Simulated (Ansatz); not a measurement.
# Core levels in a random alloy: MgZr7 (Zr on 88 % of the Mg sites, one arrangement), part 3 of 3

Aim: core-level shifts of both metals in MgZr7 (Zr on 88 % of the Mg sites, one arrangement), site by site.

Ansatz 0.2.0; DFT, PBE, plane-wave PAW, default files, scalar-relativistic.

So far. Step 3 (Valence states): The largest force component on a free atom is 0.015 eV/Å, so the atoms are at rest for these settings too. At the Fermi level the DOS is 16.81 states/eV a cell, and on the broadened curves Zr 4d holds 86 % of the total there.

**4. Core holes**

XPS shifts tell sites apart. Each chosen atom gets a core hole in a self-consistent pass of its own.

input.yaml

```yaml
crystal:
  lattice:
    - [-4.8146907199, 2.7797629832, 5.2222037275]
    - [-4.8146907199, 2.7797629832, -5.2222037275]
    - [-3.2097938132, -5.5595259663, 5.2222037275]
  atoms:
    - { symbol: Zr, position: [0.8759759643, 0.6184440708, 0.7499392001] }
    - { symbol: Zr, position: [0.3685048707, 0.1259151645, 0.7499392001] }
    - { symbol: Zr_h, position: [0.2510894936, 0.7504824175, 0.5013056332] }
    - { symbol: Zr, position: [0.7491767843, 0.2523951267, 0.5013056332] }
    - { symbol: Zr, position: [0.6249523359, 0.8766280989, 0.2486925325] }
    - { symbol: Zr, position: [0.1279355663, 0.3736448684, 0.2486925325] }
    - { symbol: Zr, position: [0.4974480197, 0.5026543471, 0.0028985253] }
    - { symbol: Zr, position: [-0.0002441783, 0.000346545, 0.0028985253] }
    - { symbol: Zr, position: [0.3393557472, 0.3345396956, 0.4951839483] }
    - { symbol: Zr, position: [0.8324628038, 0.8309921618, 0.4985293581] }
    - { symbol: Zr, position: [0.710014058, 0.4629044106, 0.2528903526] }
    - { symbol: Zr_h, position: [0.2077691015, 0.9569772195, 0.249208118] }
    - { symbol: Zr, position: [0.0810340736, 0.583313873, 0.0022797993] }
    - { symbol: Mg_h, position: [0.5883658036, 0.0810886078, -0.0072771958] }
    - { symbol: Mg_h, position: [0.9578872406, 0.2033741771, 0.7454869365] }
    - { symbol: Zr_h, position: [0.4549389816, 0.7129658823, 0.7580269007] }
kpoints:
  mp_grid: { grid: [4, 4, 4] }
scf:
  occupations: { method: fermi_dirac, width: 0.08 }
  n_extra_bands: 16
hamiltonian:
  xc: pbe
  pseudopotentials: { kind: paw }
output:
  forces: true
  core_levels:
    shells: { Mg_h: "2p", Zr_h: "3d" }
    counted_from: fermi_level
    add_spin: false
```

On the command line:

```
$ ansatz run input.yaml --threads 4 --pin off --max-ram 14336MiB --backend cpu --events-out ev --progress --plain --runs-dir out
```

Numbers of over 12 decimals in the logs are rounded to 6 here.

Log:

```text
[...]
Crystal: 16 atoms, lattice volume = 372.759 Å³
Basis set: ecut = 420 eV, 7299 PW (Γ), exchange–correlation on 108×108×120 points (8 copies of the dense FFT grid, shifted against one another)
Bands: 110, of which v1, the nominal top of the filled ones, is band 94 counted from 1 (93 counted from 0)
Symmetry: 1 space group operations
[...]
k-points: 36 of 64 (time reversal used)
[...]
SCF iter   1: F=—  HF=-62421.074960 eV  |F-HF|=—  |Δ(HF+E_count)|=         —  Δρ=3.99e-3  dr2=9.31e-2  ethr=1.77e-3  ⟨swp⟩=7.5  Hψ=16457  notcnv=0
[...]
SCF iter   9: F=-62421.078150 eV  HF=-62421.078150 eV  |F-HF|=1.17e-8  |Δ(HF+E_count)|=   4.81e-8  Δρ=1.74e-6  dr2=2.00e-8  ethr=5.32e-11  ⟨swp⟩=3.8  Hψ=14668  notcnv=0
SCF 1 converged in 9 iterations: F = -62421.078150 eV  dr2 = 2.00e-8
[...]
── core hole 1/5: 3d of Zr_h 2 ──
── 3d of Zr_h 2: 177.800 eV over the cell without the hole, in 8 iterations ──
── core hole 2/5: 3d of Zr_h 11 ──
── 3d of Zr_h 11: 177.781 eV over the cell without the hole, in 8 iterations ──
── core hole 3/5: 2p of Mg_h 13 ──
── 2p of Mg_h 13: 48.903 eV over the cell without the hole, in 10 iterations ──
── core hole 4/5: 2p of Mg_h 14 ──
── 2p of Mg_h 14: 48.872 eV over the cell without the hole, in 10 iterations ──
── core hole 5/5: 3d of Zr_h 15 ──
── 3d of Zr_h 15: 177.854 eV over the cell without the hole, in 8 iterations ──
SCF converged after 9 iterations
Free energy (F): -62421.078150 eV
[...]
Internal energy: -62420.709465 eV  (E = F + TS)
E sigma→0 (E₀):  -62420.893807 eV
Entropy (-TS):   -0.368684 eV (-23.043 meV/atom)
Fermi energy:    12.771303 eV
[...]
--- Forces (eV/Å), atoms counted from 1 ---
  atom   1  Zr       0.00681922    -0.00441704     0.00224528
  atom   2  Zr       0.00681883    -0.00441703    -0.00224540
  atom   3  Zr_h    -0.00622367    -0.00133119     0.00001339
  atom   4  Zr      -0.00622429    -0.00133112    -0.00001334
  atom   5  Zr       0.01462275    -0.00441676    -0.00395432
  atom   6  Zr       0.01462228    -0.00441732     0.00395403
  atom   7  Zr      -0.01112484    -0.00130655     0.00545614
  atom   8  Zr      -0.01112463    -0.00130697    -0.00545638
  atom   9  Zr       0.00771882    -0.00393765    -0.00000017
  atom  10  Zr       0.00687130     0.01230446     0.00000011
  atom  11  Zr       0.00734494     0.01289433     0.00000011
  atom  12  Zr_h    -0.01461158    -0.00771658     0.00000003
  atom  13  Zr      -0.00787445     0.00132783     0.00000016
  atom  14  Mg_h    -0.00584360     0.01206191     0.00000022
  atom  15  Mg_h     0.00032039    -0.00767223    -0.00000017
  atom  16  Zr_h    -0.00212428     0.00368511     0.00000031
  max |Σ_I F_I| component: 1.28e-5 eV/Å
--- Band table (eV; the first three rows and the last of 36) ---
  k-point 0: bands = [... 90 lower, 12.3387, 12.4125, 12.4733, 12.7910, 12.9168, 13.0364, 13.1256, 13.1787, ... 12 higher]
  k-point 1: bands = [... 90 lower, 12.4152, 12.4529, 12.6366, 12.7930, 12.8566, 13.0049, 13.0705, 13.2289, ... 12 higher]
  k-point 2: bands = [... 90 lower, 12.3903, 12.5296, 12.6776, 12.6978, 12.8893, 12.9361, 13.0242, 13.1452, ... 12 higher]
  k-point 35: bands = [... 90 lower, 12.3161, 12.5799, 12.6285, 12.7171, 12.7287, 12.8815, 12.9177, 12.9657, ... 12 higher]
--- Core levels from the Fermi level (as output.core_levels.counted_from types it; a hole's nearest image at 7.6 Å) ---
  the holes have no spin, as output.core_levels.add_spin types it
  atom         alike  shell      binding/eV   shift/eV difference/eV images/eV   SCF
  Zr_h 2           1     3d         177.800     +0.000       177.800         –     8
  Zr_h 11          1     3d         177.781     -0.019       177.781         –     8
  Mg_h 13          1     2p          48.903     +0.000        48.903         –    10
  Mg_h 14          1     2p          48.872     -0.031        48.872         –    10
  Zr_h 15          1     3d         177.854     +0.054       177.854         –     8
  the dataset of Zr_h with a 3d hole: scattering error 0.000 eV; free atom: scalar-relativistic, large and small components
  the two lines of Zr_h's 3d: 3d3/2 +1.430 eV and 3d5/2 -0.953 eV off its levels, 2 : 3 in strength
  the dataset of Mg_h with a 2p hole: scattering error 0.005 eV (0.000 eV in the local channel); free atom: scalar-relativistic, large and small components
  the two lines of Mg_h's 2p: 2p1/2 +0.179 eV and 2p3/2 -0.090 eV off its levels, 1 : 2 in strength
```

Elapsed: 5 min, on 4 threads of Arm Neoverse V2, shared host; peak memory 1.9 GiB.

This step gave:

```
symmetry operations : 1
```

Levels are total-energy differences with one electron taken from the core. The electron goes to the Fermi level, so the difference is a binding energy from E_F. The hole's nearest image is 7.6 Å away, and the holes carry no spin, so absolute levels are rough.

```tsv
atom	region	shell	level (eV)	shift (eV)	j lines (eV)	doubts
Zr3	-	3d	177.80	-0.05	179.23 / 176.85	-
Zr12	-	3d	177.78	-0.07	179.21 / 176.83	-
Mg14	-	2p	48.90	+0.03	49.08 / 48.81	-
Mg15	-	2p	48.87	+0.00	49.05 / 48.78	-
Zr16	-	3d	177.85	+0.00	179.28 / 176.90	-
```

Levels of p, d and f shells are means over their two j lines, weighted by degeneracy; the splitting comes from the atom's own solve. Shifts count from the last listed atom of each element.

The Zr 3d lines of the listed atoms alone (other atoms of the cell aren't counted), as Gaussians 0.8 eV wide, no depth weighting. Intensity against Zr 3d level; read off at these points:

Zr 3d level (eV), intensity (%) and a bar:
```
   175.40          0 
   175.60          0 
   175.80          1 
   176.00          4 #
   176.20         16 #####
   176.40         41 ############
   176.60         75 #######################
   176.80         98 ##############################
   176.86        100 ##############################
   177.00         92 ############################
   177.20         61 ##################
   177.40         28 #########
   177.60          9 ###
   177.80          2 #
   178.00          0 
   178.20          1 
   178.40          3 #
   178.60         11 ###
   178.80         29 #########
   179.00         52 ################
   179.20         66 ####################
   179.23         67 ####################
   179.40         60 ##################
   179.60         38 ###########
   179.80         17 #####
   180.00          6 ##
   180.20          1 
   180.40          0 
   180.60          0
```

The Mg 2p lines of the listed atoms alone (other atoms of the cell aren't counted), as Gaussians 0.3 eV wide, no depth weighting. Table of intensity by Mg 2p level; read off at these points:

```tsv
Mg 2p level (eV)	intensity (%)
48.20	0.00184
48.30	0.0510
48.40	0.766
48.50	6.35
48.60	28.7
48.70	70.9
48.80	99.3
48.82	99.9
48.90	88.7
49.00	68.3
49.10	51.3
49.20	28.1
49.30	9.08
49.40	1.63
49.50	0.160
49.60	0.00847
```

**5. The pure metal: Mg**

System of this step: Mg. It takes space group P6_3/mmc (No. 194, hexagonal). Conventional cell: a = 3.190 Å, b = 3.190 Å, c = 5.190 Å, α = 90.00°, β = 90.00°, γ = 120.00°. Nearest to Mg lie 12 Mg at 3.18 to 3.19 Å.

Shifts are quoted against the pure metal, so it gets the same hole in a cell of like size.

input.yaml

```yaml
crystal:
  lattice:
    - [-4.785, 2.7626210381, 5.19]
    - [-4.785, 2.7626210381, -5.19]
    - [-3.19, -5.5252420761, 5.19]
  atoms:
    - { symbol: Mg_h, position: [0.875, 0.625, 0.75] }
    - { symbol: Mg, position: [0.375, 0.125, 0.75] }
    - { symbol: Mg, position: [0.25, 0.75, 0.5] }
    - { symbol: Mg, position: [0.75, 0.25, 0.5] }
    - { symbol: Mg, position: [0.625, 0.875, 0.25] }
    - { symbol: Mg, position: [0.125, 0.375, 0.25] }
    - { symbol: Mg, position: [0.5, 0.5, 0.0] }
    - { symbol: Mg, position: [0.0, 0.0, 0.0] }
    - { symbol: Mg, position: [0.3333333333, 0.3333333333, 0.5] }
    - { symbol: Mg, position: [0.8333333333, 0.8333333333, 0.5] }
    - { symbol: Mg, position: [0.7083333333, 0.4583333333, 0.25] }
    - { symbol: Mg, position: [0.2083333333, 0.9583333333, 0.25] }
    - { symbol: Mg, position: [0.0833333333, 0.5833333333, 0.0] }
    - { symbol: Mg, position: [0.5833333333, 0.0833333333, 0.0] }
    - { symbol: Mg, position: [0.9583333333, 0.2083333333, 0.75] }
    - { symbol: Mg, position: [0.4583333333, 0.7083333333, 0.75] }
kpoints:
  mp_grid: { grid: [4, 4, 4] }
scf:
  occupations: { method: fermi_dirac, width: 0.08 }
  n_extra_bands: 19
hamiltonian:
  xc: pbe
  pseudopotentials: { kind: paw }
output:
  forces: true
  dos:
    projected: true
    de: 0.05
    e_range: [-30, 12]
    method: { smearing: { sigma: 0.1, scheme: gaussian } }
  core_levels:
    shells: { Mg_h: "2p" }
    counted_from: fermi_level
    add_spin: false
```

Log:

```text
[...]
Crystal: 16 atoms, lattice volume = 365.906 Å³
Basis set: ecut = 420 eV, 7159 PW (Γ), exchange–correlation on 108×108×120 points (8 copies of the dense FFT grid, shifted against one another)
Bands: 99, of which v1, the nominal top of the filled ones, is band 80 counted from 1 (79 counted from 0)
Symmetry: 4 space group operations
[...]
k-points: 18 of 64 (time reversal used)
[...]
SCF iter   1: F=—  HF=-30780.908505 eV  |F-HF|=—  |Δ(HF+E_count)|=         —  Δρ=9.03e-4  dr2=3.61e-3  ethr=1.77e-3  ⟨swp⟩=8.6  Hψ=8423  notcnv=0  defer=22
[...]
SCF iter   6: F=-30780.908243 eV  HF=-30780.908243 eV  |F-HF|=3.39e-9  |Δ(HF+E_count)|=   5.17e-8  Δρ=1.42e-6  dr2=6.83e-9  ethr=6.25e-11  ⟨swp⟩=10.4  Hψ=6975  notcnv=0
SCF 1 converged in 6 iterations: F = -30780.908243 eV  dr2 = 6.83e-9
[...]
── core hole 1/1: 2p of Mg_h 0 ──
── 2p of Mg_h 0: 49.817 eV over the cell without the hole, in 7 iterations ──
SCF converged after 6 iterations
Free energy (F): -30780.908243 eV
[...]
Internal energy: -30780.766614 eV  (E = F + TS)
E sigma→0 (E₀):  -30780.837428 eV
Entropy (-TS):   -0.141628 eV (-8.852 meV/atom)
Fermi energy:    5.681491 eV
[...]
--- Forces (eV/Å), atoms counted from 1 ---
  atom   1  Mg_h    -0.00416468     0.00240448     0.00000000
  atom   2  Mg      -0.00416499     0.00240466     0.00000000
  atom   3  Mg      -0.00416370     0.00240392    -0.00000000
  atom   4  Mg      -0.00416401     0.00240416     0.00000000
  atom   5  Mg      -0.00416314     0.00240353     0.00000000
  atom   6  Mg      -0.00416308     0.00240362     0.00000000
  atom   7  Mg      -0.00416407     0.00240405     0.00000000
  atom   8  Mg      -0.00416371     0.00240391    -0.00000000
  atom   9  Mg       0.00416402    -0.00240420     0.00000008
  atom  10  Mg       0.00416402    -0.00240420    -0.00000008
  atom  11  Mg       0.00416295    -0.00240348     0.00000000
  atom  12  Mg       0.00416295    -0.00240348     0.00000000
  atom  13  Mg       0.00416410    -0.00240405     0.00000008
  atom  14  Mg       0.00416410    -0.00240405    -0.00000008
  atom  15  Mg       0.00416470    -0.00240449    -0.00000059
  atom  16  Mg       0.00416470    -0.00240449     0.00000059
  max |Σ_I F_I| component: 1.75e-7 eV/Å
--- Band table (eV; the first three rows and the last of 18) ---
  k-point 0: bands = [... 76 lower, 3.5582, 3.9882, 4.4223, 6.6881, 6.6881, 6.9918, 6.9918, 7.3741, ... 15 higher]
  k-point 1: bands = [... 76 lower, 4.1992, 4.3517, 4.6472, 5.4861, 5.4941, 5.8913, 6.3048, 6.8949, ... 15 higher]
  k-point 2: bands = [... 76 lower, 4.5851, 4.5851, 4.8329, 4.8329, 5.2435, 5.2435, 5.2435, 5.2435, ... 15 higher]
  k-point 17: bands = [... 76 lower, 5.2439, 5.2439, 5.9619, 5.9619, 5.9619, 5.9619, 6.3331, 6.3331, ... 15 higher]
[...]
the holes have no spin, as output.core_levels.add_spin types it
  atom         alike  shell      binding/eV   shift/eV difference/eV images/eV   SCF
  Mg_h 0           1     2p          49.817     +0.000        49.817         –     7
[...]
```

Wall time 26 s (4 threads); peak memory 1.2 GiB.

This step gave:

| Property | Result |
| --- | --- |
| free energy | -30780.9082 eV |
| energy at zero smearing | -30780.8374 eV |
| smearing term TS | 0.1416 eV |
| Fermi energy | 5.681 eV |
| symmetry operations | 4 |
| share of occupied states in no projected shell | 0.2693 of the occupied states in the window |
| DOS at the Fermi level | 7.387 states/eV/cell |

This run's widths, added to any smearing of the DOS itself: Gaussian 0.15 eV, Lorentzian 0.1 eV plus 0.05 an eV of depth. Intensity against binding energy, zero at the Fermi level; values in % of the maximum within 13 eV:

```tsv
binding energy (eV)	21.2 eV	60 eV	1486.7 eV	2984.3 eV	5414.7 eV
-1.0	1.64	1.83	1.57	1.55	1.54
-0.5	3.00	3.53	2.83	2.78	2.75
0.0	33.7	43.6	30.9	30.0	29.6
0.5	57.6	80.3	51.3	49.3	48.4
1.0	68.3	85.7	63.2	61.5	60.8
1.5	77.6	85.5	74.6	73.6	73.2
2.0	90.9	91.7	89.5	89.1	88.9
2.5	86.7	83.1	86.5	86.4	86.3
3.0	81.3	75.5	81.6	81.7	81.8
3.5	92.5	84.3	93.3	93.6	93.7
4.0	78.1	70.2	79.0	79.3	79.4
4.5	75.2	67.1	76.1	76.5	76.6
5.0	60.7	53.9	61.5	61.8	61.9
5.5	60.6	53.7	61.5	61.8	61.9
6.0	42.9	37.9	43.5	43.7	43.8
6.5	28.4	25.1	28.8	29.0	29.0
7.0	11.0	9.76	11.2	11.2	11.2
7.5	3.77	3.37	3.82	3.83	3.84
8.0	2.13	1.92	2.15	2.16	2.16
8.5	1.44	1.30	1.45	1.46	1.46
```

The spectra weight each projected shell by its atomic cross section (Dirac–Hartree–Slater) and angular factor, for linear light with the analyser at 30° from the polarisation. Broadening, on top of any smearing of the DOS itself: a Gaussian of 0.15 eV and a Lorentzian of 0.1 eV plus 0.05 times the binding energy (full widths), Fermi edge at 77 K. Curves are cut 10 eV under the photon energy, above any shell that the free atom's threshold puts out of reach, or at the lower edge of the window: 8.7 eV at 21.2 eV, 8.7 eV at 60 eV, 8.7 eV at 1486.7 eV, 8.7 eV at 2984.3 eV and 8.7 eV at 5414.7 eV. Dipole terms alone, which is rough above 3 keV; no background, satellites or final-state effects.

Share of each shell in the spectrum's area (%), by photon energy:

```tsv
shell	21.2 eV	60 eV	1486.7 eV	2984.3 eV	5414.7 eV
Mg 3s	95.5	84.3	98.3	99.2	99.6
Mg 3p*	4.5	15.7	1.7	0.8	0.4
```

Each level is the free energy with the hole less that without it. The electron goes to the Fermi level, so the difference is a binding energy from E_F. The hole's nearest image is 7.6 Å away, and the holes carry no spin, so absolute levels are rough.

```tsv
atom	region	shell	level (eV)	shift (eV)	j lines (eV)	doubts
Mg1	Mg1	2p	49.82	-	50.00 / 49.73	-
```

Levels of p, d and f shells are means over their two j lines, weighted by degeneracy; the splitting comes from the atom's own solve. 

At the Fermi level the DOS is 7.39 states/eV a cell.

**6. Outcome**

```
Mg 2p shift from the pure metal                              : -0.94 to -0.91 eV
spread of the Zr level over the listed sites                 : 0.07 eV
spread of the Mg level over the listed sites                 : 0.03 eV
strongest listed peak within 13 eV of the zero, at 1486.7 eV : 0.7 eV binding, mostly Zr 4d
strongest listed peak within 13 eV of the zero, at 21.2 eV   : 0.7 eV binding, mostly Zr 4d
Zr 4d centre of the filled part                              : -1.71 eV (3.2 states an atom)
```

In words: Core shifts: Mg -0.94 to -0.91 eV. At 21.2 eV the valence spectrum has its highest listed peak within 10.8 eV at 0.7 eV (Zr 4d). At 1486.7 eV the valence spectrum has its highest listed peak within 13 eV at 0.7 eV (Zr 4d), and the deeper Zr 4p line at 26.6 eV is higher still (without the spin–orbit splitting that a measurement shows). The shell named is the one with most of the intensity, cross sections included, not always the one with most states there. Shifts mix charge transfer, volume and screening, so their sign doesn't give the direction of charge flow by itself.

[Logs are printed without paths, hosts, clocks, repeated set-up lines and the standing remarks that a program may print on its own settings, such as how far it seeks lower states.]

[Hosts, paths, dates, database ids (printed as entryN), source tags and the programs' standing remarks are cut or masked in the printed files.]

[Maps of the electrostatic potential energy from Ansatz leave out the sawtooth potential of an applied field or a dipole correction, so their vacuum need not be flat; work functions include it.]
